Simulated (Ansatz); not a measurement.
**CsSbSe3 (model cell, started as cubic perovskite with Sb in the octahedra): a soft mode frozen in**

Wanted: the energy along a soft mode of CsSbSe3 (model cell, started as cubic perovskite with Sb in the octahedra) and the structure at the end.

Program: Ansatz 0.2.0. Level of theory: DFT PBEsol, scalar-relativistic, plane waves, PAW; PAW set soft_1. Results are calculated unless marked as measured.

The structure was built from a prototype and need not be the compound's stable phase.

## (1) The structure

Symmetry: Pm-3m, No. 221, cubic system. The conventional cell has a = 5.382 Å, b = 5.382 Å, c = 5.382 Å, α = 90.00°, β = 90.00°, γ = 90.00°. Cs has 12 Se at 3.81 Å nearest. Nearest to Sb lie 6 Se at 2.69 Å. Nearest to Se lie 2 Sb at 2.69 Å and 4 Cs at 3.81 Å. Farther neighbours and most contacts between anions are not listed.

## (2) The dispersion

The cell comes from relaxations at this level that are not shown. Stability and thermal properties need the whole zone. Linear response on a 2×2×2 q mesh gives force constants as far as a supercell of that size would.

Contents of input.yaml:

```yaml
crystal:
  lattice:
    - [5.3818518704, 0.0, 0.0]
    - [0.0, 5.3818518704, 0.0]
    - [0.0, 0.0, 5.3818518704]
  atoms:
    - { symbol: Cs, position: [0.0, 0.0, 0.0] }
    - { symbol: Sb, position: [0.5, 0.5, 0.5] }
    - { symbol: Se, position: [0.5, 0.5, 0.0] }
    - { symbol: Se, position: [0.5, 0.0, 0.5] }
    - { symbol: Se, position: [0.0, 0.5, 0.5] }
kpoints:
  mp_grid: { grid: [8, 8, 8] }
hamiltonian:
  xc: pbesol
  pseudopotentials: { kind: paw, azcp: { folder: soft_1 }, xc_functional: pbe }
scf:
  occupations: { method: methfessel_paxton, width: 0.2 }
output:
  eigenvalues: true
phonons:
  method: dfpt
  qmesh: [2, 2, 2]
  temperatures: { t_max: 1000, t_step: 50 }
  qpath:
    path:
      - [[0.0, 0.0, 0.0], [0.0, 0.5, 0.0], [0.5, 0.5, 0.0], [0.0, 0.0, 0.0], [0.5, 0.5, 0.5], [0.0, 0.5, 0.0]]
      - [[0.5, 0.5, 0.5], [0.5, 0.5, 0.0]]
    npoints: 10
```

Run with:

```
$ ansatz run input.yaml --threads 8 --pin off --max-ram 16384MiB --backend cpu --events-out ev --progress --plain --runs-dir out
```

Numbers of over 12 decimals in the logs are rounded to 6 here.

The program printed:

```text
Engine: ansatz 0.2.0, aarch64-unknown-linux-gnu
Pseudopotentials: kind: paw
Pseudopotential: Cs, paw, valence charge 9, recommended cutoff 420 eV (normal), soft_1/Cs.paw.azcp
Pseudopotential: Sb, paw, valence charge 15, recommended cutoff 420 eV (normal), soft_1/Sb.paw.azcp
Pseudopotential: Se, paw, valence charge 16, recommended cutoff 420 eV (normal), soft_1/Se.paw.azcp
Functional definition: PBEsol
  exchange = pbesol_x
  correlation = pbesol_c
Crystal: 5 atoms, lattice volume = 155.882 Å³
Basis set: ecut = 420 eV, 2969 PW (Γ), exchange–correlation on 72×72×72 points (8 copies of the dense FFT grid, shifted against one another)
Bands: 44, of which v1, the nominal top of the filled ones, is band 36 counted from 1 (35 counted from 0)
Symmetry: 48 space group operations
k-points: 35 of 512
Non-local potential: Cs, projectors of the file, l = 0: 3, l = 1: 2, l = 2: 2, l = 3: 2
Non-local potential: Sb, projectors of the file, l = 0: 2, l = 1: 2, l = 2: 2, l = 3: 1
Non-local potential: Se, projectors of the file, l = 0: 2, l = 1: 2, l = 2: 3, l = 3: 1
PAW form: soft (Blöchl's): semilocal exchange-correlation on the pseudo side does not see the compensation charge
PAW frozen core: Cs, regenerated for the run's functional, and the local potential with it (the file was generated under x = pbe(κ = 0.804, μ = 0.219515), c = pbe(β = 0.066725))
PAW frozen core: Sb, regenerated for the run's functional, and the local potential with it (the file was generated under x = pbe(κ = 0.804, μ = 0.219515), c = pbe(β = 0.066725))
PAW frozen core: Se, regenerated for the run's functional, and the local potential with it (the file was generated under x = pbe(κ = 0.804, μ = 0.219515), c = pbe(β = 0.066725))
PAW one-centre angular grid: Cs, 194 points (default); XC on 64 Gauss nodes
PAW one-centre angular grid: Sb, 590 points (default); XC on 64 Gauss nodes
PAW one-centre angular grid: Se, 590 points (default); XC on 64 Gauss nodes
Initial density: superposition of atomic densities (chi_scale 0.1, normalization cell, long waves kept (reshape's long-wave potential 0.00 eV rms))
Initial wavefunctions: pseudopotential atomic-orbital guess
Functional: x = pbesol(κ = 0.804, μ = 0.123457), c = pbesol(β = 0.046)
SCF iter   1: F=—  HF=-28269.915602 eV  |F-HF|=—  |Δ(HF+E_count)|=         —  Δρ=3.03e-2  dr2=3.71e0  ethr=3.10e-3  ⟨swp⟩=8.1  Hψ=6602  notcnv=0
preconditioner: auto → LDOS  [metal: Δε(μ)=0.078 eV  Ē_g=9.919 eV  σ=0.200 eV  W_gap=0.32  n_scr=32 (ndim 8)  ℏωp=16.3 eV  f_vac=0.024  D(μ)=3.85/eV (n_scr^D=26)  β→1.0]
SCF iter   2: F=—  HF=-28268.346026 eV  |F-HF|=—  |Δ(HF+E_count)|=    1.57e0  S|Δr|=    0.00e0  Δρ=1.18e-2  dr2=2.24e-1  ethr=3.10e-3  ⟨swp⟩=4.1  Hψ=2859  notcnv=0  defer=68
SCF iter   3: F=—  HF=-28268.293604 eV  |F-HF|=—  |Δ(HF+E_count)|=   5.24e-2  S|Δr|=    0.00e0  Δρ=2.41e-3  dr2=1.20e-2  ethr=3.10e-4  ⟨swp⟩=2.1  Hψ=3175  notcnv=0  defer=67
SCF iter   4: F=—  HF=-28268.286106 eV  |F-HF|=—  |Δ(HF+E_count)|=   7.50e-3  S|Δr|=    0.00e0  Δρ=5.91e-4  dr2=6.08e-4  ethr=1.67e-5  ⟨swp⟩=2.0  Hψ=2878  notcnv=0  defer=67
SCF iter   5: F=—  HF=-28268.286030 eV  |F-HF|=—  |Δ(HF+E_count)|=   7.61e-5  S|Δr|=    0.00e0  Δρ=1.98e-4  dr2=8.97e-5  ethr=8.45e-7  ⟨swp⟩=2.0  Hψ=2730  notcnv=0  defer=67
SCF iter   6: F=—  HF=-28268.286060 eV  |F-HF|=—  |Δ(HF+E_count)|=   2.97e-5  S|Δr|=    0.00e0  Δρ=6.32e-5  dr2=7.58e-6  ethr=1.25e-7  ⟨swp⟩=3.0  Hψ=3027  notcnv=0  defer=67
SCF iter   7: F=—  HF=-28268.286063 eV  |F-HF|=—  |Δ(HF+E_count)|=   3.05e-6  S|Δr|=    0.00e0  Δρ=1.22e-5  dr2=2.67e-7  ethr=1.05e-8  ⟨swp⟩=2.0  Hψ=2205  notcnv=0  defer=67
SCF iter   8: F=—  HF=-28268.286063 eV  |F-HF|=—  |Δ(HF+E_count)|=   2.08e-7  S|Δr|=    0.00e0  Δρ=1.79e-6  dr2=3.66e-9  ethr=3.71e-10  ⟨swp⟩=2.3  Hψ=2622  notcnv=0  defer=67
SCF iter   9: F=—  HF=-28268.286063 eV  |F-HF|=—  |Δ(HF+E_count)|=   2.23e-9  S|Δr|=    0.00e0  Δρ=3.40e-7  dr2=1.46e-10  ethr=5.08e-12  ⟨swp⟩=2.0  Hψ=2558  notcnv=0  defer=67
SCF iter  10: F=-28268.286063 eV  HF=-28268.286063 eV  |F-HF|=1.82e-11  |Δ(HF+E_count)|=  2.07e-10  S|Δr|=    0.00e0  Δρ=4.81e-8  dr2=4.17e-12  ethr=1.00e-12  ⟨swp⟩=14.7  Hψ=9280  notcnv=0
SCF 1 converged in 10 iterations: F = -28268.286063 eV  dr2 = 4.17e-12
  greatest PAW one-centre occupation: 1.000 electrons in one spin orbital (limit 2), on the Se atom at site 4 (counted from 0), in its partial waves of l = 2
Initial density: read from a saved state, or passed on in memory by an earlier SCF of this step, an earlier step, the calling program or the single point that the run made first
iter 1 solved again at ethr=1.91e-7 eV; its pass at ethr=3.10e-3 eV (dr2=1.38e-4 eV) is discarded
SCF iter   1: F=—  HF=-28268.286065 eV  |F-HF|=—  |Δ(HF+E_count)|=         —  Δρ=4.18e-7  dr2=2.42e-10  ethr=1.91e-7  ⟨swp⟩=3.3  Hψ=10367  notcnv=0
eigensolver tolerance schedule: the retry pair's looser diagonalisation over-reported the residual by 568886.87 of it (diagonalisation noise at an unbounded share of the residual, at the tolerance the schedule requests for it); recorded, not acted on — ethr = c·dr2/N_el stays at c = 1.0e-1
preconditioner: auto → LDOS  [metal: Δε(μ)=0.004 eV  Ē_g=10.031 eV  σ=0.200 eV  W_gap=0.02  n_scr=32 (ndim 8)  ℏωp=16.3 eV  f_vac=0.038  D(μ)=4.27/eV (n_scr^D=26)  β→1.0]
SCF iter   2: F=—  HF=-28268.286063 eV  |F-HF|=—  |Δ(HF+E_count)|=   1.97e-6  S|Δr|=    0.00e0  Δρ=4.18e-7  dr2=2.62e-10  ethr=1.00e-12  ⟨swp⟩=4.2  Hψ=4632  notcnv=0
SCF iter   3: F=—  HF=-28268.286063 eV  |F-HF|=—  |Δ(HF+E_count)|=  9.46e-11  S|Δr|=    0.00e0  Δρ=2.13e-7  dr2=5.71e-11  ethr=1.00e-12  ⟨swp⟩=3.0  Hψ=2880  notcnv=0
SCF iter   4: F=—  HF=-28268.286063 eV  |F-HF|=—  |Δ(HF+E_count)|=  7.28e-12  S|Δr|=    0.00e0  Δρ=1.36e-7  dr2=2.32e-11  ethr=1.00e-12  ⟨swp⟩=1.0  Hψ=1540  notcnv=0
SCF iter   5: F=-28268.286063 eV  HF=-28268.286063 eV  |F-HF|=1.46e-11  |Δ(HF+E_count)|=    0.00e0  S|Δr|=    0.00e0  Δρ=7.08e-8  dr2=6.47e-12  ethr=1.00e-12  ⟨swp⟩=3.5  Hψ=4830  notcnv=0
SCF 2 converged in 5 iterations: F = -28268.286063 eV  dr2 = 6.47e-12
phonons: the bands overlap, so this run is a metal and interpolates without the dipole-dipole term. If the crystal is really an insulator or semiconductor, its LO-TO splitting is missing
NSCF: frozen V_eff on 35 k-points
NSCF: frozen V_eff on 125 k-points
DFPT response loops at q = (0, 0, 0) (fractional): preconditioner auto → Kerker (q_TF=auto, 2.399 Å⁻¹) (partly filled bands, converged f_vac=0.038); β = 1.00, the filter's whole step (`scf.mixing.beta` (0.50) is not read by the response loops under this deck's `scf.mixing.preconditioner`; to damp them name `kerker` or `kerker_dos`, under which they read `scf.mixing.beta`, and type it under 1.00, their step now; both keys bind the ground state too); Broyden in place of MSR1
NSCF: frozen V_eff on 250 k-points
DFPT response loops at q = (0, 0, -0.5) (fractional): mixed as the last ones told, above
NSCF: frozen V_eff on 250 k-points
DFPT response loops at q = (0, -0.5, -0.5) (fractional): mixed as the last ones told, above
NSCF: frozen V_eff on 250 k-points
DFPT response loops at q = (-0.5, -0.5, -0.5) (fractional): mixed as the last ones told, above
SCF converged after 10 iterations
Stability not checked: this state was not tested for a lower state beside it, because cold or Methfessel-Paxton smearing, or corrected tetrahedra, fill the levels in a way that the test cannot read (fill_not_monotonic; see scf.lower_state_search)
Free energy (F): -28268.286063 eV
Harris-Foulkes:  -28268.286063 eV  (|F-HF|=1.82e-11)
Internal energy: -28268.291537 eV  (E = F + TS)
E sigma→0 (E₀):  -28268.287432 eV
Entropy (-TS):   0.005474 eV (1.095 meV/atom)
Fermi energy:    6.202069 eV
--- Per-component energies (eV) ---
  E_band       = -1450.853443
  E_kinetic    = 638.511276
  E_local      = -11211.535632  (includes V_loc(G=0)·N_el)
  E_nonlocal   = -642.268341
  E_hartree    = 5598.393738
  E_xc         = -529.254816
  E_vxc        = -498.309736  (∫ρ·V_xc dr)
  E_paw        = -15704.248959  (= ΣΔE_a)
  E_vpaw       = -934.037462  (= ΣTr[D̂ρ^β])
  E_aug_tail   = -0.001098  (compensation charges beyond the density's cutoff)
  E_ewald      = -6421.389080
  E_core_change = 3.501375  (= ΣΔE_core)
  E_smearing   = 0.005474  (= −TS)
  E_closure    = -0.000000  (closes the sum)
  Σ components = -28268.286063   (vs F -28268.286063, Δ=0.00e0)
--- Band table (eV; the first three rows and the last of 35) ---
  k-point 0: bands = [... 32 lower, 5.5994, 5.5994, 5.9322, 5.9322, 5.9322, 10.5422, 10.6744, 10.6744, ... 4 higher]
  k-point 1: bands = [... 32 lower, 5.5354, 5.5354, 5.8304, 5.8718, 5.8718, 10.8108, 10.8250, 10.9024, ... 4 higher]
  k-point 2: bands = [... 32 lower, 5.3849, 5.3849, 5.6739, 5.7411, 5.7411, 10.9344, 11.1713, 11.3238, ... 4 higher]
  k-point 34: bands = [... 32 lower, 5.1016, 6.6811, 6.6811, 6.6811, 6.9566, 6.9566, 6.9566, 8.8366, ... 4 higher]
--- Phonons (Γ-DFPT): 4 representative perturbations + reference (Σ response iterations 12) ---
  ASR residual: 2.033e-4 → 0.000e0 eV/Å²; symmetrization residual: 2.284e-5 eV/Å²
  ASR residual per site (eV/Å²): 5.86e-5 9.45e-5 2.03e-4 2.03e-4 2.03e-4
  Γ frequencies (cm⁻¹): -65.66 -65.66 -65.66 0.00 0.00 0.00 17.45 17.45 17.45 65.69 65.69 65.69 96.85 96.85 96.85
--- Phonons (arbitrary-q DFPT): 4 irreducible q on the 2×2×2 mesh ---
  q = [0.0000, 0.0000, 0.0000] (star 1, of the zone-centre solve; hermiticity 2.38e-5, symmetrization 4.33e-11): -65.66 -65.66 -65.66 -0.00 0.00 0.00 17.45 17.45 17.45 65.69 65.69 65.69 96.85 96.85 96.85
  q = [0.0000, 0.0000, -0.5000] (star 3, 9 solved perturbations in 975 linear systems a pass and spin channel, the states on 125 of 512 k-point pairs; hermiticity 4.95e-6, symmetrization 1.05e-7): -67.88 -63.39 -49.73 -49.73 -42.90 -42.90 38.82 38.82 54.01 59.13 59.13 106.59 106.59 129.25 142.72
  q = [0.0000, -0.5000, -0.5000] (star 3, 9 solved perturbations in 975 linear systems a pass and spin channel, the states on 125 of 512 k-point pairs; hermiticity 1.02e-5, symmetrization 1.24e-7): -65.40 -65.40 -34.52 -34.35 -34.35 -6.31 32.50 50.38 58.89 58.89 110.91 131.46 131.46 134.31 152.67
  q = [-0.5000, -0.5000, -0.5000] (star 1, 4 solved perturbations in 350 linear systems a pass and spin channel, the states on 125 of 512 k-point pairs; hermiticity 1.66e-6, symmetrization 5.10e-8): -57.53 -57.53 -57.53 33.60 33.60 33.60 61.24 61.24 61.24 132.35 132.35 132.35 134.07 134.07 165.47
  sum rule: each row above includes the acoustic sum rule's correction from the zone centre's row sums; it moved no ω² by more than (0.84 cm⁻¹)²
  mesh force constants: q→R imaginary residual 5.22e-18; ASR residual 2.033e-4 → 0.000e0 eV/Å²; symmetrization residual 5.329e-15 eV/Å²
  interpolated dispersion: 62 rows × 15 modes
  density of states and harmonic sums: on the 12×12×12 q-mesh, interpolated from the force constants of a 2×2×2 supercell (no non-analytic term)
  largest difference from the sums on the solved wave vectors: F 7.66e-3 eV, S 1.58e-5 and C_V 8.80e-6 eV/K
  zero-point energy: 0.050538 eV/cell   skipped modes (ω ≤ 0): 453, of them read as no rigid motion or as one in doubt: 450 (5.529e0 modes/cell left out, lowest -67.88 cm⁻¹)   left out of the sums: 3.69e-1 of the cell's modes: C_V's classical limit lies that fraction below 3 k_B per atom; for a crystal, a wire or a layer, F and S can be off by more, and a phonons.interpolated_qmesh denser along its periods is the remedy for the sampling
```

Wall time 4.2 min (8 threads of Arm Neoverse V2, shared host); peak memory 2.5 GiB; 32 min of CPU time.

Reading the cycles: dr2 is the Hartree energy of the density residual (eV), the measure of convergence; HF is the Harris–Foulkes estimate of the energy, which meets the free energy F at convergence.

Numbers from this step:

- volume per atom: 31.18 Å³
- gap on the k-mesh: 0 eV
- sum-rule residual before enforcement: 2.03e-4 eV/Å²
- lowest frequency on the path: -67.88 cm⁻¹
- point group: m-3m
- highest frequency on the path or at a solved wavevector: 165.5 cm⁻¹
- highest optical mode at the zone centre (no LO-TO term): 96.85 cm⁻¹
- lowest optical zone-centre mode: -65.66 cm⁻¹
- lowest mode on the q mesh (acoustic modes at Γ apart): -67.88 cm⁻¹

Frequencies (cm⁻¹) solved at each irreducible wavevector; negative means imaginary. Frequencies by wavevector, by row:

| q in reciprocal lattice units | star | mode 1 | mode 2 | mode 3 | mode 4 | mode 13 | mode 14 | mode 15 |
| --- | --- | --- | --- | --- | --- | --- | --- | --- |
| 0 0 0 | 1 | -65.7 | -65.7 | -65.7 | 0 | 96.8 | 96.8 | 96.8 |
| 0 0 -0.5 | 3 | -67.9 | -63.4 | -49.7 | -49.7 | 106.6 | 129.2 | 142.7 |
| 0 -0.5 -0.5 | 3 | -65.4 | -65.4 | -34.5 | -34.4 | 131.5 | 134.3 | 152.7 |
| -0.5 -0.5 -0.5 | 1 | -57.5 | -57.5 | -57.5 | 33.6 | 134.1 | 134.1 | 165.5 |

Interpolated from a 2×2×2 q mesh. The phonon branches at the labelled points (cm⁻¹):

| point | branch 1 | branch 2 | branch 3 | branch 4 | branch 12 | branch 13 | branch 14 | branch 15 |
| --- | --- | --- | --- | --- | --- | --- | --- | --- |
| Γ | -66 | -66 | -66 | 0 | 66 | 97 | 97 | 97 |
| halfway | -62 | -60 | -60 | -43 | 89 | 102 | 102 | 123 |
| X | -68 | -63 | -50 | -50 | 107 | 107 | 129 | 143 |
| halfway | -66 | -51 | -51 | -44 | 108 | 126 | 130 | 146 |
| M | -65 | -65 | -34 | -34 | 132 | 132 | 134 | 153 |
| halfway | -58 | -56 | -55 | -45 | 91 | 105 | 122 | 130 |
| Γ | -66 | -66 | -66 | 0 | 66 | 97 | 97 | 97 |
| halfway | -55 | -55 | -52 | -33 | 92 | 123 | 123 | 137 |
| R | -58 | -58 | -58 | 34 | 132 | 134 | 134 | 166 |
| halfway | -58 | -55 | -55 | -28 | 124 | 128 | 131 | 150 |
| X | -68 | -63 | -50 | -50 | 107 | 107 | 129 | 143 |
| jump to R | -58 | -58 | -58 | 34 | 132 | 134 | 134 | 166 |
| halfway | -61 | -61 | -48 | -13 | 132 | 132 | 134 | 158 |
| M | -65 | -65 | -34 | -34 | 132 | 132 | 134 | 153 |

Symmetry leaves 4 wavevectors to solve. The lowest mode among them, the acoustic zeros apart, lies at q = (0, 0, -0.5) and is imaginary, 67.9i cm⁻¹, so the energy falls along it.

## (3) The mode frozen in, largest atomic shift 0 Å

The mode followed lies at Γ with frequency 65.7i cm⁻¹ and is 3-fold degenerate, one of the unstable modes though not the softest. At small amplitude the distorted cell has space group no. 99 by a symmetry search on the positions. The undistorted cell that holds it gives the zero of energy on the same k mesh.

input.yaml, the sections that differ from step 2:

```yaml
output:
  forces: true
  stress: true
  eigenvalues: true
# crystal, kpoints, hamiltonian, scf: as in step 2
# phonons: removed
```

The program printed:

```text
[...]
Crystal: 5 atoms, lattice volume = 155.882 Å³
Basis set: ecut = 420 eV, 2969 PW (Γ), exchange–correlation on 72×72×72 points (8 copies of the dense FFT grid, shifted against one another)
Bands: 44, of which v1, the nominal top of the filled ones, is band 36 counted from 1 (35 counted from 0)
Symmetry: 48 space group operations
[...]
k-points: 35 of 512
[...]
k-point 0: bands = [... 32 lower, 5.5994, 5.5994, 5.9322, 5.9322, 5.9322, 10.5422, 10.6744, 10.6744, ... 4 higher]
  k-point 1: bands = [... 32 lower, 5.5354, 5.5354, 5.8304, 5.8718, 5.8718, 10.8108, 10.8250, 10.9024, ... 4 higher]
  k-point 2: bands = [... 32 lower, 5.3849, 5.3849, 5.6739, 5.7411, 5.7411, 10.9345, 11.1713, 11.3238, ... 4 higher]
  k-point 34: bands = [... 32 lower, 5.1016, 6.6811, 6.6811, 6.6811, 6.9567, 6.9567, 6.9567, 8.8367, ... 4 higher]
[key lines of the parts left out:]
SCF converged after 8 iterations
Free energy (F): -28268.286063 eV
Fermi energy:    6.202093 eV
P = ⅓ Tr σ = -0.0008 GPa (-0.008 kbar)
```

Wall time 2.2 s (8 threads); peak memory 0.73 GiB.

Numbers from this step:

| Quantity | Value |
| --- | --- |
| pressure | -8.36e-4 GPa |
| energy from the undistorted cell | 0 meV/atom |

The run ends at a pressure of 0.00 GPa.

## (4) The mode frozen in, largest atomic shift 0.32 Å

The atoms are moved along the unstable eigenvector, the largest shift by 0.32 Å, with the cell fixed.

input.yaml, the sections that differ from step 3:

```yaml
crystal:
  lattice:
    - [5.3818518704, 0.0, 0.0]
    - [0.0, 5.3818518704, 0.0]
    - [0.0, 0.0, 5.3818518704]
  atoms:
    - { symbol: Cs, position: [0.0, 0.0150066373, 0.0] }
    - { symbol: Sb, position: [0.5, 0.4405409127, 0.5] }
    - { symbol: Se, position: [0.5, 0.5464822115, 0.0] }
    - { symbol: Se, position: [0.5, -0.0265441604, 0.5] }
    - { symbol: Se, position: [0.0, 0.5464822115, 0.5] }
# kpoints, hamiltonian, scf, output: as in step 3
```

The program printed:

```text
[...]
Crystal: 5 atoms, lattice volume = 155.882 Å³
Basis set: ecut = 420 eV, 2969 PW (Γ), exchange–correlation on 72×72×72 points (8 copies of the dense FFT grid, shifted against one another)
Bands: 44, of which v1, the nominal top of the filled ones, is band 36 counted from 1 (35 counted from 0)
Symmetry: 8 space group operations
[...]
k-points: 75 of 512 (time reversal used)
[...]
k-point 0: bands = [... 32 lower, 5.6511, 5.6511, 5.9373, 6.0527, 6.0527, 10.0455, 10.0455, 10.3984, ... 4 higher]
  k-point 1: bands = [... 32 lower, 5.5918, 5.6160, 5.8209, 5.9901, 6.0763, 10.0930, 10.1486, 10.6560, ... 4 higher]
  k-point 2: bands = [... 32 lower, 5.4540, 5.5012, 5.6688, 5.8532, 6.0588, 10.2258, 10.2470, 11.1508, ... 4 higher]
  k-point 74: bands = [... 32 lower, 5.3093, 6.5220, 6.5220, 6.7393, 7.3520, 7.4587, 7.4587, 8.8093, ... 4 higher]
[key lines of the parts left out:]
SCF converged after 8 iterations
Free energy (F): -28268.419480 eV
Fermi energy:    6.301182 eV
P = ⅓ Tr σ = -0.3446 GPa (-3.446 kbar)
```

Wall time 6.9 s (8 threads); peak memory 0.79 GiB.

Numbers from this step:

```
pressure                         : -0.3446 GPa
energy from the undistorted cell : -26.43 meV/atom
```

The energy, extrapolated to zero smearing, is -26.43 meV/atom against the undistorted cell.

The run ends at a pressure of -0.34 GPa, with forces up to 0.19 eV/Å.

## (5) Energy along the mode, all amplitudes (two of the runs are shown above)

An imaginary frequency means negative curvature, so the energy should fall and then rise again as anharmonic terms take over.

This step gave:

| Property | Result |
| --- | --- |
| depth at the lowest point sampled | 26.43 meV/atom |
| largest atomic shift at that point | 0.32 Å |

Table of energy from the parent by largest atomic shift:

| largest atomic shift (Å) | energy from the parent (meV/atom) |
| --- | --- |
| 0.000 | 0 |
| 0.040 | -0.617 |
| 0.080 | -2.42 |
| 0.140 | -7.05 |
| 0.220 | -15.6 |
| 0.320 | -26.4 |
| 0.450 | -25.2 |
| 0.600 | 22.6 |

Displacement at unit largest shift by atom:

| atom | x (Å) | y (Å) | z (Å) | size |
| --- | --- | --- | --- | --- |
| Cs1 | 0.00 | 0.25 | 0.00 | 0.25 |
| Sb2 | 0.00 | -1.00 | 0.00 | 1.00 |
| Se3 | 0.00 | 0.78 | 0.00 | 0.78 |
| Se4 | 0.00 | -0.45 | 0.00 | 0.45 |
| Se5 | 0.00 | 0.78 | 0.00 | 0.78 |

The lowest of the steps tried is at 0.32 Å, 26.4 meV/atom below the parent; the bottom of the well need not coincide with a step.

[end of part 1 of 2]

[Logs are printed without paths, hosts, clocks, repeated set-up lines and the standing remarks that a program may print on its own settings, such as how far it seeks lower states.]

[Hosts, paths, dates, database ids (printed as entryN), source tags and the programs' standing remarks are cut or masked in the printed files.]
